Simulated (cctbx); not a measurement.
# What is wrong with this refinement?

Cell a = 11.7170 Å, b = 8.0180 Å, c = 12.0450 Å, α = 90.00°, β = 108.67°, γ = 90.00°; space group C2/c (no. 15). The compound is Tl2Pb2Se5.

Simulated single-crystal data (cctbx): synchrotron X-rays, λ = 0.6889 Å, to d = 0.7 Å, 70 % of the full sphere, strongest reflection 40000 counts, noise from counting, a 4 % proportional error and a noise floor of 2 counts (s.d.); no absorption.

An anisotropic refinement with weights 1/σ² prints:

```text
Rint 0.028, 135 unique reflections to 1.61 A
cycle     R1     wR2    GooF  max shift (A)
   1  0.0159  0.0432   1.547   0.00722
   2  0.0129  0.0294   1.052   0.00000
final R1 0.0129 wR2 0.0294 GooF 1.052  parameters 41  data/parameter 3.3
atom        x        y        z      Ueq    occ   su(xyz)  su(Uiso or U11)
Pb1    0.90367  0.15187  0.55550   0.0030  1.000  0.00009  0.0010
Tl1    0.21952  0.66154  0.80966  -0.0001  1.000  0.00009  0.0011  NPD
Se1    0.00875  0.85921  0.61439   0.0023  1.000  0.00023  0.0026  NPD
Se2    0.00000  0.68429  0.25000   0.0022  1.000  0.00029  0.0026  NPD
Se3    0.80336  0.44898  0.46170   0.0032  1.000  0.00027  0.0022  NPD
difference map: max 0.46 min -0.50 rms 0.15
Q1    0.0901  0.0212  0.3686    8    0.47  1.57 A from Se1
Q2    0.0000  0.4250  0.2500    4    0.46  2.08 A from Se2
Q3    0.1896  0.3746  0.9997    8    0.45  0.74 A from Se3
Q4    0.2075  0.1348  0.1631    8    0.40  2.21 A from Se1
Q5    0.0797  0.3604  0.0921    8    0.38  1.84 A from Se3
Q6    0.1579  0.3518  0.4035    8    0.37  1.53 A from Tl1
```

Q: Accept it or mend it, and why?

Mend it. The fault: data cut at low resolution. Against the right model at the same level, R1 goes from 0.0134 to 0.0129 and GooF from 0.95 to 1.05 and Tl1, Se1, Se2 and Se3 go non-positive-definite. The atoms are right, but there are too few data for the parameters: R1 flatters and the s.u.s grow. Data per parameter fall from 39.5 to 3.3.

The compound is Tl2Pb2Se5. The right model at the same level gives:

```text
Rint 0.029, 1620 unique reflections to 0.70 A
cycle     R1     wR2    GooF  max shift (A)
   1  0.0271  0.0880   2.463   0.00137
   2  0.0134  0.0338   0.946   0.00000
final R1 0.0134 wR2 0.0338 GooF 0.946  parameters 41  data/parameter 39.5
atom        x        y        z      Ueq    occ   su(xyz)  su(Uiso or U11)
Pb1    0.90382  0.15189  0.55550   0.0046  1.000  0.00001  0.0001
Tl1    0.21960  0.66159  0.80951   0.0023  1.000  0.00001  0.0001
Se1    0.00878  0.85931  0.61491   0.0050  1.000  0.00004  0.0001
Se2    0.00000  0.68454  0.25000   0.0024  1.000  0.00005  0.0002
Se3    0.80331  0.44887  0.46181   0.0034  1.000  0.00003  0.0001
difference map: max 1.28 min -1.54 rms 0.32
Q1    0.0000  0.1128  0.7500    4    1.31  1.63 A from Se2
Q2    0.0095  0.1539  0.8434    8    1.25  1.31 A from Pb1
Q3    0.1613  0.0207  0.7034    8    1.19  1.84 A from Tl1
Q4    0.1466  0.3491  0.1962    8    1.17  1.36 A from Tl1
Q5    0.0897  0.0178  0.3677    8    1.12  1.58 A from Se1
Q6    0.2256  0.1536  0.2203    8    1.10  1.85 A from Tl1
```

The model is made up (kin elements in a known structure type, no relaxation), so it says nothing on whether the phase exists.

[Middle refinement cycles are left out of these outputs.]

[Logs are printed without paths, hosts, clocks, repeated set-up lines and the standing remarks that a program may print on its own settings, such as how far it seeks lower states.]
